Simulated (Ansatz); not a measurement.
## A hypothetical structure for LaCr3

Starting from a made-up structure for LaCr3, the aim is the relaxed cell, its shortest contacts and, where a second run follows, its electronic structure.

Program: Ansatz 0.2.0. Level of theory: DFT, PBEsol, plane-wave PAW, files of the set soft_1, scalar-relativistic, ferromagnetic start, cell and ions relaxed at zero pressure; PAW set soft_1. Results are calculated unless marked as measured.

In doubt: warnings of the run leave room for a lower electronic state, so energies may not be the lowest and differences between runs may mislead.

### Step 1. Set-up

The structure is cubic, space group Pm-3m (No. 221). Conventional cell: a = 4.069 Å, b = 4.069 Å, c = 4.069 Å, α = 90.00°, β = 90.00°, γ = 90.00°. Nearest to La lie 12 Cr at 2.88 Å. Cr has 4 La at 2.88 Å and 8 Cr at 2.88 Å nearest. Farther neighbours are not listed.

### Step 2. Relaxing cell and atoms

The guessed cell has no reason to be at equilibrium. It is relaxed with the atoms, within the space group of the guess.

Input file input.yaml:

```yaml
crystal:
  lattice:
    - [4.069, 0.0, 0.0]
    - [0.0, 4.069, 0.0]
    - [0.0, 0.0, 4.069]
  atoms:
    - { symbol: La, position: [0.0, 0.0, 0.0] }
    - { symbol: Cr, position: [0.5, 0.0, 0.5], spin: 3.0 }
    - { symbol: Cr, position: [0.5, 0.5, 0.0], spin: 3.0 }
    - { symbol: Cr, position: [0.0, 0.5, 0.5], spin: 3.0 }
magnetization:
  spin_polarized: true
kpoints:
  mp_grid: { grid: [7, 7, 7] }
scf:
  occupations: { method: fermi_dirac, width: 0.05 }
hamiltonian:
  xc: pbesol
  pseudopotentials: { kind: paw, azcp: { folder: soft_1 }, xc_functional: pbe }
relax:
  f_tol: 0.015
  max_steps: 70
  cell: {}
output:
  forces: true
  stress: true
```

Started as:

```bash
ansatz run input.yaml --threads 4 --pin off --max-ram 8192MiB --backend cpu --events-out ev --progress --plain --runs-dir out
```

Numbers of over 12 decimals in the logs are rounded to 6 here.

Output:

```text
Engine: ansatz 0.2.0, aarch64-unknown-linux-gnu
Pseudopotentials: kind: paw
Pseudopotential: La, paw, valence charge 11, recommended cutoff 420 eV (normal), soft_1/La.paw.azcp
Pseudopotential: Cr, paw, valence charge 14, recommended cutoff 420 eV (normal), soft_1/Cr.paw.azcp
Functional definition: PBEsol
  exchange = pbesol_x
  correlation = pbesol_c
Crystal: 4 atoms, lattice volume = 67.369 Å³
Basis set: ecut = 420 eV, 1357 PW (Γ), exchange–correlation on 60×60×60 points (8 copies of the dense FFT grid, shifted against one another)
Bands: 38, of which v1, the nominal top of the filled ones, is band 27 counted from 1 (26 counted from 0)
Symmetry: 48 space group operations
Space group: Pm-3m (ITA 221), of the structure as read, at distance tolerance 4.1e-5 Å
Magnetic group: BNS 221.92 (UNI 1594), of the structure as read, at distance tolerance 4.1e-5 Å
k-points: 20 of 343
Non-local potential: La, projectors of the file, l = 0: 3, l = 1: 2, l = 2: 2, l = 3: 3
Non-local potential: Cr, projectors of the file, l = 0: 3, l = 1: 2, l = 2: 3, l = 3: 1
PAW form: soft (Blöchl's): semilocal exchange-correlation on the pseudo side does not see the compensation charge
PAW frozen core: La, regenerated for the run's functional, and the local potential with it (the file was generated under x = pbe(κ = 0.804, μ = 0.219515), c = pbe(β = 0.066725))
PAW frozen core: Cr, regenerated for the run's functional, and the local potential with it (the file was generated under x = pbe(κ = 0.804, μ = 0.219515), c = pbe(β = 0.066725))
PAW one-centre angular grid: La, 590 points (default); XC on 64 Gauss nodes
PAW one-centre angular grid: Cr, 590 points (default); XC on 64 Gauss nodes
Initial density: superposition of atomic densities (chi_scale 0.1, normalization cell, long waves kept (reshape's long-wave potential 0.00 eV rms))
Starting moments: Σ|m| = 9 μB on 3 of 4 sites
Initial wavefunctions: pseudopotential atomic-orbital guess
Functional: x = pbesol(κ = 0.804, μ = 0.123457), c = pbesol(β = 0.046)
SCF iter   1: F=—  HF=-16206.010417 eV  |F-HF|=—  |Δ(HF+E_count)|=         —  Δρ=1.82e-1 (↑1.82e-1 ↓7.57e-2)  dr2=5.78e1  dr2_m=1.90e0  M=7.520 μB ∫|m|=7.520 μB  β_m=0.30  ethr=3.10e-3  ⟨swp⟩=4.7  Hψ=5107  notcnv=0
Mixer restart at iter 1: flushing history
preconditioner: auto → Kerker (q_TF=auto, 2.621 Å⁻¹)  [metal: Δε(μ)=0.050 eV  Ē_g=7.240 eV  σ=0.050 eV  W_gap=0.25  n_scr=18 (ndim 8)  ℏωp=23.5 eV  f_vac=0.000  D(μ)=4.36/eV (n_scr^D=32)]
spin=Collinear: Kerker preconditioning applied to the charge; magnetization (m = ρ↑ − ρ↓) channel mixes plain (no charge-response kernel on spin).
SCF iter   2: F=—  HF=-16205.824026 eV  |F-HF|=—  |Δ(HF+E_count)|=   1.86e-1  Δρ=5.01e-2 (↑5.01e-2 ↓3.53e-2)  dr2=7.01e0  dr2_m=1.22e-1  M=7.544 μB ∫|m|=7.560 μB  β_m=0.36  ethr=3.10e-3  ⟨swp⟩=3.9  Hψ=3900  notcnv=0  defer=140
SCF iter   3: F=—  HF=-16204.607127 eV  |F-HF|=—  |Δ(HF+E_count)|=    1.22e0  Δρ=2.00e-2 (↑2.00e-2 ↓1.62e-2)  dr2=7.14e-1  dr2_m=4.74e-2  M=7.543 μB ∫|m|=7.556 μB  β_m=0.64  ethr=3.10e-3  ⟨swp⟩=3.7  Hψ=2728  notcnv=0  defer=128
SCF iter   4: F=—  HF=-16204.573386 eV  |F-HF|=—  |Δ(HF+E_count)|=   3.37e-2  Δρ=6.02e-3 (↑6.02e-3 ↓4.42e-3)  dr2=6.14e-2  dr2_m=4.54e-3  M=7.273 μB ∫|m|=7.299 μB  β_m=0.71  ethr=1.35e-3  ⟨swp⟩=3.8  Hψ=2987  notcnv=0  defer=115
SCF iter   5: F=—  HF=-16204.654506 eV  |F-HF|=—  |Δ(HF+E_count)|=         —  Δρ=7.68e-3 (↑7.68e-3 ↓1.92e-3)  dr2=5.80e-2  dr2_m=6.41e-3  M=7.324 μB ∫|m|=7.359 μB  β_m=0.71  ethr=1.16e-4  ⟨swp⟩=2.6  Hψ=2337  notcnv=0  defer=116
Mixer restart at iter 5: flushing history
SCF iter   6: F=—  HF=-16204.682552 eV  |F-HF|=—  |Δ(HF+E_count)|=   2.80e-2  Δρ=4.08e-3 (↑4.08e-3 ↓1.44e-3)  dr2=6.19e-3  dr2_m=3.24e-3  M=7.178 μB ∫|m|=7.224 μB  β_m=0.60  ethr=1.09e-4  ⟨swp⟩=3.8  Hψ=3179  notcnv=0  defer=116
SCF iter   7: F=—  HF=-16204.677872 eV  |F-HF|=—  |Δ(HF+E_count)|=   4.68e-3  Δρ=1.09e-3 (↑1.09e-3 ↓7.07e-4)  dr2=2.20e-3  dr2_m=1.66e-4  M=7.218 μB ∫|m|=7.264 μB  β_m=0.74  ethr=1.17e-5  ⟨swp⟩=2.2  Hψ=2957  notcnv=0  defer=116
SCF iter   8: F=—  HF=-16204.678518 eV  |F-HF|=—  |Δ(HF+E_count)|=   6.46e-4  Δρ=8.65e-4 (↑8.65e-4 ↓3.44e-4)  dr2=2.39e-4  dr2_m=1.82e-4  M=7.172 μB ∫|m|=7.223 μB  β_m=0.87  ethr=4.16e-6  ⟨swp⟩=2.0  Hψ=2177  notcnv=0  defer=116
SCF iter   9: F=—  HF=-16204.678521 eV  |F-HF|=—  |Δ(HF+E_count)|=   2.50e-6  Δρ=4.49e-4 (↑4.49e-4 ↓1.61e-4)  dr2=7.03e-5  dr2_m=4.59e-5  M=7.165 μB ∫|m|=7.217 μB  β_m=0.94  ethr=4.50e-7  ⟨swp⟩=2.2  Hψ=2449  notcnv=0  defer=116
SCF iter  10: F=—  HF=-16204.678504 eV  |F-HF|=—  |Δ(HF+E_count)|=   1.62e-5  Δρ=8.74e-5 (↑8.74e-5 ↓2.36e-5)  dr2=3.96e-6  dr2_m=1.25e-6  M=7.163 μB ∫|m|=7.216 μB  β_m=0.90  ethr=1.33e-7  ⟨swp⟩=2.4  Hψ=2346  notcnv=0  defer=116
SCF iter  11: F=—  HF=-16204.678504 eV  |F-HF|=—  |Δ(HF+E_count)|=   9.32e-7  Δρ=6.95e-6 (↑6.95e-6 ↓3.58e-6)  dr2=3.43e-8  dr2_m=6.96e-9  M=7.163 μB ∫|m|=7.216 μB  β_m=0.95  ethr=7.47e-9  ⟨swp⟩=2.5  Hψ=2531  notcnv=0  defer=116
SCF iter  12: F=-16204.678504 eV  HF=-16204.678504 eV  |F-HF|=1.73e-9  |Δ(HF+E_count)|=   2.88e-9  Δρ=1.78e-6 (↑1.78e-6 ↓9.14e-7)  dr2=1.89e-9  dr2_m=5.28e-10  M=7.163 μB ∫|m|=7.216 μB  ethr=6.47e-11  ⟨swp⟩=3.0  Hψ=5328  notcnv=0
SCF 1 converged in 12 iterations: F = -16204.678504 eV  dr2 = 1.89e-9
  greatest PAW one-centre occupation: 1.000 electrons in one spin orbital (limit 2), on the Cr atom at site 3 (counted from 0), in its partial waves of l = 0
relax step   1: F+E_penalty+E_count = -16204.67850353 eV  Δ(F+E_penalty+E_count) = +0.000e0 eV  max|allowed force component| = 5.548e-29 eV/Å  Δτ_max = 0.0000 Å  P = -1.175 GPa  Ω = 67.369 Å³  (12 SCF iters, dr2 threshold 1.00e-7 eV, accepted)
Crystal: 4 atoms, lattice volume = 65.962 Å³
Basis set: ecut = 420 eV, 1309 PW (Γ), exchange–correlation on 60×60×60 points (8 copies of the dense FFT grid, shifted against one another)
Initial density: handed on by an earlier stage of this run
Starting moments: Σ|m| = 9 μB on 3 of 4 sites; this step starts from the density that it was given
Initial wavefunctions: those handed on with the density
iter 1 solved again at ethr=5.20e-5 eV; its pass at ethr=3.10e-3 eV (dr2=2.76e-2 eV) is discarded
SCF iter   1: F=—  HF=-16204.691764 eV  |F-HF|=—  |Δ(HF+E_count)|=         —  Δρ=8.71e-3 (↑8.71e-3 ↓3.63e-3)  dr2=2.69e-2  dr2_m=2.20e-2  M=6.931 μB ∫|m|=6.985 μB  β_m=0.30  ethr=5.20e-5  ⟨swp⟩=1.8  Hψ=8550  notcnv=0
preconditioner: auto → Kerker (q_TF=auto, 2.631 Å⁻¹)  [metal: Δε(μ)=0.033 eV  Ē_g=6.842 eV  σ=0.050 eV  W_gap=0.16  n_scr=18 (ndim 8)  ℏωp=23.8 eV  f_vac=0.000  D(μ)=5.69/eV (n_scr^D=80)]
[...]
SCF iter   3: F=—  HF=-16204.683520 eV  |F-HF|=—  |Δ(HF+E_count)|=   2.30e-4  Δρ=3.56e-4 (↑3.56e-4 ↓3.23e-4)  dr2=4.81e-6  dr2_m=6.87e-5  M=6.950 μB ∫|m|=7.002 μB  β_m=0.51  ethr=1.05e-6  ⟨swp⟩=3.0  Hψ=3011  notcnv=0
SCF iter   4: F=—  HF=-16204.683551 eV  |F-HF|=—  |Δ(HF+E_count)|=   3.08e-5  Δρ=6.02e-5 (↑4.74e-5 ↓6.02e-5)  dr2=2.76e-6  dr2_m=1.51e-6  M=6.951 μB ∫|m|=7.003 μB  β_m=0.54  ethr=9.08e-9  ⟨swp⟩=2.0  Hψ=2572  notcnv=0
SCF iter   5: F=—  HF=-16204.683562 eV  |F-HF|=—  |Δ(HF+E_count)|=   1.18e-5  Δρ=3.29e-5 (↑3.29e-5 ↓1.21e-5)  dr2=1.21e-6  dr2_m=1.10e-7  M=6.951 μB ∫|m|=7.003 μB  β_m=0.58  ethr=5.21e-9  ⟨swp⟩=2.0  Hψ=2072  notcnv=0
SCF iter   6: F=—  HF=-16204.683566 eV  |F-HF|=—  |Δ(HF+E_count)|=   3.63e-6  Δρ=1.26e-5 (↑1.26e-5 ↓6.58e-6)  dr2=2.95e-7  dr2_m=1.10e-8  M=6.951 μB ∫|m|=7.003 μB  β_m=0.73  ethr=2.28e-9  ⟨swp⟩=2.0  Hψ=2055  notcnv=0
SCF iter   7: F=—  HF=-16204.683568 eV  |F-HF|=—  |Δ(HF+E_count)|=   2.21e-6  Δρ=9.36e-6 (↑9.36e-6 ↓1.71e-6)  dr2=6.23e-8  dr2_m=1.60e-8  M=6.951 μB ∫|m|=7.003 μB  β_m=0.86  ethr=5.56e-10  ⟨swp⟩=2.3  Hψ=2590  notcnv=0
SCF iter   8: F=-16204.683568 eV  HF=-16204.683569 eV  |F-HF|=7.83e-8  |Δ(HF+E_count)|=   3.50e-7  Δρ=7.94e-6 (↑7.94e-6 ↓2.33e-6)  dr2=8.59e-8  dr2_m=5.33e-9  M=6.951 μB ∫|m|=7.003 μB  ethr=1.18e-10  ⟨swp⟩=3.0  Hψ=5573  notcnv=0
SCF 3 converged in 8 iterations: F = -16204.683568 eV  dr2 = 8.59e-8
relax step   3: F+E_penalty+E_count = -16204.68356845 eV  Δ(F+E_penalty+E_count) = -6.571e-5 eV  max|allowed force component| = 1.650e-29 eV/Å  Δτ_max = 0.0000 Å  P = -0.031 GPa  Ω = 66.170 Å³  energy of the carried Pulay correction = +2.718e-4 eV  (8 SCF iters, dr2 threshold 1.08e-7 eV, accepted)
Initial wavefunctions: pseudopotential atomic-orbital guess (no wavefunctions were taken with the density)
iter 1 solved again at ethr=4.01e-8 eV; its pass at ethr=3.10e-3 eV (dr2=2.12e-5 eV) is discarded
SCF iter   1: F=—  HF=-16204.683278 eV  |F-HF|=—  |Δ(HF+E_count)|=         —  Δρ=2.13e-5 (↑2.13e-5 ↓9.54e-6)  dr2=3.86e-7  dr2_m=7.07e-8  M=6.950 μB ∫|m|=7.003 μB  β_m=0.65  ethr=4.01e-8  ⟨swp⟩=4.0  Hψ=9723  notcnv=0
preconditioner: auto → none  [metal: Δε(μ)=0.030 eV  Ē_g=6.822 eV  σ=0.050 eV  W_gap=0.15  n_scr=6 (ndim 8)  ℏωp=23.7 eV  f_vac=0.000  D(μ)=5.71/eV (n_scr^D=80)]
SCF iter   2: F=—  HF=-16204.683278 eV  |F-HF|=—  |Δ(HF+E_count)|=   2.21e-7  Δρ=1.54e-5 (↑1.54e-5 ↓9.04e-6)  dr2=5.27e-7  dr2_m=1.13e-8  M=6.951 μB ∫|m|=7.003 μB  β_m=0.35  ethr=7.29e-10  ⟨swp⟩=2.1  Hψ=2475  notcnv=0
SCF iter   3: F=—  HF=-16204.683278 eV  |F-HF|=—  |Δ(HF+E_count)|=   2.31e-7  Δρ=4.95e-6 (↑4.95e-6 ↓3.77e-6)  dr2=9.48e-9  dr2_m=5.19e-9  M=6.951 μB ∫|m|=7.003 μB  β_m=0.45  ethr=7.29e-10  ⟨swp⟩=2.5  Hψ=2309  notcnv=0
SCF iter   4: F=—  HF=-16204.683278 eV  |F-HF|=—  |Δ(HF+E_count)|=   4.28e-8  Δρ=1.48e-6 (↑1.48e-6 ↓1.03e-6)  dr2=3.41e-9  dr2_m=2.82e-10  M=6.951 μB ∫|m|=7.003 μB  β_m=0.68  ethr=1.79e-11  ⟨swp⟩=2.4  Hψ=2574  notcnv=0
SCF iter   5: F=—  HF=-16204.683278 eV  |F-HF|=—  |Δ(HF+E_count)|=   4.00e-8  Δρ=1.45e-6 (↑1.45e-6 ↓5.48e-7)  dr2=2.33e-9  dr2_m=4.57e-10  M=6.951 μB ∫|m|=7.003 μB  β_m=0.81  ethr=6.43e-12  ⟨swp⟩=2.0  Hψ=2439  notcnv=0
SCF iter   6: F=—  HF=-16204.683279 eV  |F-HF|=—  |Δ(HF+E_count)|=   1.11e-8  Δρ=1.24e-6 (↑1.24e-6 ↓2.67e-7)  dr2=7.23e-10  dr2_m=3.11e-10  M=6.951 μB ∫|m|=7.003 μB  β_m=0.89  ethr=4.39e-12  ⟨swp⟩=2.0  Hψ=1995  notcnv=0
SCF iter   7: F=—  HF=-16204.683279 eV  |F-HF|=—  |Δ(HF+E_count)|=   1.40e-9  Δρ=2.60e-7 (↑2.60e-7 ↓1.62e-7)  dr2=1.04e-10  dr2_m=3.02e-12  M=6.951 μB ∫|m|=7.003 μB  β_m=0.80  ethr=1.36e-12  ⟨swp⟩=2.0  Hψ=2615  notcnv=0
SCF iter   8: F=—  HF=-16204.683279 eV  |F-HF|=—  |Δ(HF+E_count)|=  4.91e-11  Δρ=2.70e-8 (↑2.70e-8 ↓1.96e-8)  dr2=6.94e-13  dr2_m=5.88e-14  M=6.951 μB ∫|m|=7.003 μB  β_m=0.80  ethr=1.00e-12  ⟨swp⟩=2.0  Hψ=1841  notcnv=0
SCF iter   9: F=-16204.683279 eV  HF=-16204.683279 eV  |F-HF|=7.28e-12  |Δ(HF+E_count)|=  3.64e-12  Δρ=6.59e-8 (↑6.59e-8 ↓2.18e-8)  dr2=6.57e-12  dr2_m=3.88e-13  M=6.951 μB ∫|m|=7.003 μB  ethr=1.00e-12  ⟨swp⟩=2.7  Hψ=4349  notcnv=0
SCF 4 converged in 9 iterations: F = -16204.683279 eV  dr2 = 6.57e-12
relax step   4: F+E_penalty+E_count = -16204.68327850 eV  Δ(F+E_penalty+E_count) = +2.899e-4 eV  max|allowed force component| = 2.038e-29 eV/Å  Δτ_max = 0.0000 Å  P = -0.030 GPa  Ω = 66.170 Å³  stress off target by 2.99e-2 GPa  SCF on the basis re-selected at this cell (its energy is not comparable with the rows above)  (9 SCF iters)
basis re-selected at this cell: Δ(F+E_penalty+E_count) = +2.899e-4 eV, ΔP = +0.001 GPa vs the last step (what re-selecting the basis moved, of the pressure what is left beyond the Pulay correction that the steps carried, after the strain that the cell walked since its last selection, with what the two solves' SCF thresholds leave and, on support functions, any second-order correction that the steps lacked; it is no m [...]
WARN: an SCF from ferrimagnetic starting moments (0.00, -3.00, 3.00, 3.00 Bohr magnetons, atom by atom) was not made, by what the run has read of turns of its moments that order reads lower: the deck asks for what bars it, or types moments that do (magnetization.spin_polarized, in the input reference, names some of the keys), or the run goes by scf.lower_state_search: light, the default, which as a rule tries one only behind a close that has lost an order of both signs, or on which an open d or half-filled 4f shell of a PAW file has lost a moment that was set nearer to Hund's than to what is left; [rest of the remark cut]
SCF converged after 9 iterations
Magnetization: 6.9507 μB (29.9754 up, 23.0246 down)
Absolute magnetization: 7.0054 μB (∫|ρ↑−ρ↓|, with the PAW one-centre terms)
Spin contamination: 0.1117 ħ² per cell (⟨S²⟩ above its minimum at these occupations)
Per-site moments (μB) at R_I (Å): [(0.118914, 1.179766), (2.151641, 1.179766), (2.151641, 1.179766), (2.151641, 1.179766)]
Free energy (F): -16204.683279 eV
Harris-Foulkes:  -16204.683279 eV  (|F-HF|=7.28e-12)
Internal energy: -16204.636179 eV  (E = F + TS)
E sigma→0 (E₀):  -16204.659729 eV
Entropy (-TS):   -0.047100 eV (-11.775 meV/atom)
Fermi energy:    15.825151 eV
--- Per-component energies (eV) ---
  E_band       = -529.387279
  E_kinetic    = 1102.213443
  E_local      = -4386.901784  (includes V_loc(G=0)·N_el)
  E_nonlocal   = 232.962218
  E_hartree    = 2002.485897
  E_xc         = -486.502231
  E_vxc        = -585.159462  (∫ρ·V_xc dr)
  E_paw        = -8911.156809  (= ΣΔE_a)
  E_vpaw       = -897.475719  (= ΣTr[D̂ρ^β])
  E_aug_tail   = 0.002037  (compensation charges beyond the density's cutoff)
  E_ewald      = -5758.387986
  E_core_change = 0.649035  (= ΣΔE_core)
  E_smearing   = -0.047100  (= −TS)
  E_closure    = 0.000000  (closes the sum)
  Σ components = -16204.683279   (vs F -16204.683279, Δ=0.00e0)
--- Forces (eV/Å), atoms counted from 1 ---
  atom   1  La     0.00000000     0.00000000    -0.00000000
  atom   2  Cr     0.00000000     0.00000000    -0.00000000
  atom   3  Cr     0.00000000    -0.00000000    -0.00000000
  atom   4  Cr     0.00000000     0.00000000    -0.00000000
  max |Σ_I F_I| component: 2.79e-29 eV/Å
--- Stress (GPa, compression-positive) ---
       -0.029946       0.000000      -0.000000
        0.000000      -0.029946      -0.000000
       -0.000000      -0.000000      -0.029946
  P = ⅓ Tr σ = -0.0299 GPa (-0.299 kbar)
--- Relaxed structure (3 steps of the walk, 3 accepted, 1 SCFs on fresh bases) ---
  F+E_penalty+E_count = -16204.68327850 eV   max|allowed force component| = 2.038e-29 eV/Å   (the final SCF, on the basis selected at the relaxed cell)
  cell:  # Å, volume = 66.1700 Å³
    - [4.044706, 0, 0]
    - [0, 4.044706, 0.0]
    - [0, 0, 4.044706]
  atoms:
    - { symbol: La, position: [0, 0, 0] }
    - { symbol: Cr, position: [0.5, 0, 0.5] }
    - { symbol: Cr, position: [0.5, 0.5, 0] }
    - { symbol: Cr, position: [0, 0.5, 0.5] }
```

Run time: 9.3 s. Hardware: 4 threads of Arm Neoverse V1, shared host; peak memory 0.44 GiB.

Relaxation path:

| step | energy less that of the first step (eV) | largest force component (eV/Å) | pressure (GPa) | volume (Å³) |
| --- | --- | --- | --- | --- |
| 1 | 0.0000 | 0.0000 | -1.18 | 67.37 |
| 2 | -0.0050 | 0.0000 | 0.21 | 65.96 |
| 3 | -0.0051 | 0.0000 | -0.03 | 66.17 |
| 4* | -0.0048 | 0.0000 | -0.03 | 66.17 |

Relaxation steps marked * repeat the geometry before them on a plane-wave basis chosen anew for their cell, so energy and pressure can jump there.

Forces are held to the 48 operations that the run works with; a distortion that breaks them can't arise in this run.

| conventional cell, symmetrised | before | after | change |
| --- | --- | --- | --- |
| a (Å) | 4.069 | 4.045 | -0.6 % |
| b (Å) | 4.069 | 4.045 | -0.6 % |
| c (Å) | 4.069 | 4.045 | -0.6 % |
| volume (Å³/atom) | 16.84 | 16.54 | -1.8 % |

Final coordinates:

```xyz
4
Lattice="4.0447 0.0000 0.0000 0.0000 4.0447 0.0000 0.0000 0.0000 4.0447" Properties=species:S:1:pos:R:3 pbc="T T T"
La    0.0000    0.0000    0.0000
Cr    2.0224    0.0000    2.0224
Cr    2.0224    2.0224    0.0000
Cr    0.0000    2.0224    2.0224
```

Numbers from this step:

```
free energy             : -16204.6833 eV
energy at zero smearing : -16204.6597 eV
smearing term TS        : 0.04710 eV
Fermi energy            : 15.83 eV
magnetization           : 6.951 μB
absolute magnetization  : 7.005 μB
site moments            : 0.1189, 2.152, 2.152, 2.152 μB
electrons               : 53
symmetry operations     : 48
pressure                : -0.02995 GPa
```

Site moment by atom:

| atom | site moment (μB) |
| --- | --- |
| La1 | 0.12 |
| Cr2 | 2.15 |
| Cr3 | 2.15 |
| Cr4 | 2.15 |

The shortest distance of each pair, which need not be the same contact before and after:

| pair | guess (Å) | relaxed (Å) |
| --- | --- | --- |
| Cr–La | 2.877 | 2.860 |
| Cr–Cr | 2.877 | 2.860 |
| La–La | 4.069 | 4.045 |

The relaxation ends with a pressure of -0.03 GPa.

### Step 3. What came out

```yaml
space_group_relaxed: Pm-3m
conventional_cell: a = 4.045, b = 4.045, c = 4.045 Å; α = 90.0°, β = 90.0°, γ = 90.0°
volume_per_atom: 16.54 Å³ (guess 16.84)
total_moment: 6.95 μB in the cell of 4 atoms
```

What this shows: LaCr3 relaxes to Pm-3m with a = 4.045, b = 4.045 and c = 4.045 Å. The guessed volume was 2 % too large. The space group Pm-3m was held in the relaxation, so the end point is a stationary structure within it and may be a saddle against distortions or other arrangements. The input starts from parallel moments, and no other start was typed. The electronic state may lie above the lowest one. Mesh and cutoff weren't tested. Spin-orbit coupling is left out, which can matter for elements this heavy. No dispersion term is used, so weakly bound directions may come out too long. The program estimates, without running it, that another magnetic order lies lower than the one relaxed here. Nothing here tests whether the compound is stable against decomposition.

[Logs are printed without paths, hosts, clocks, repeated set-up lines and the standing remarks that a program may print on its own settings, such as how far it seeks lower states.]

[Hosts, paths, dates, database ids (printed as entryN), source tags and the programs' standing remarks are cut or masked in the printed files.]
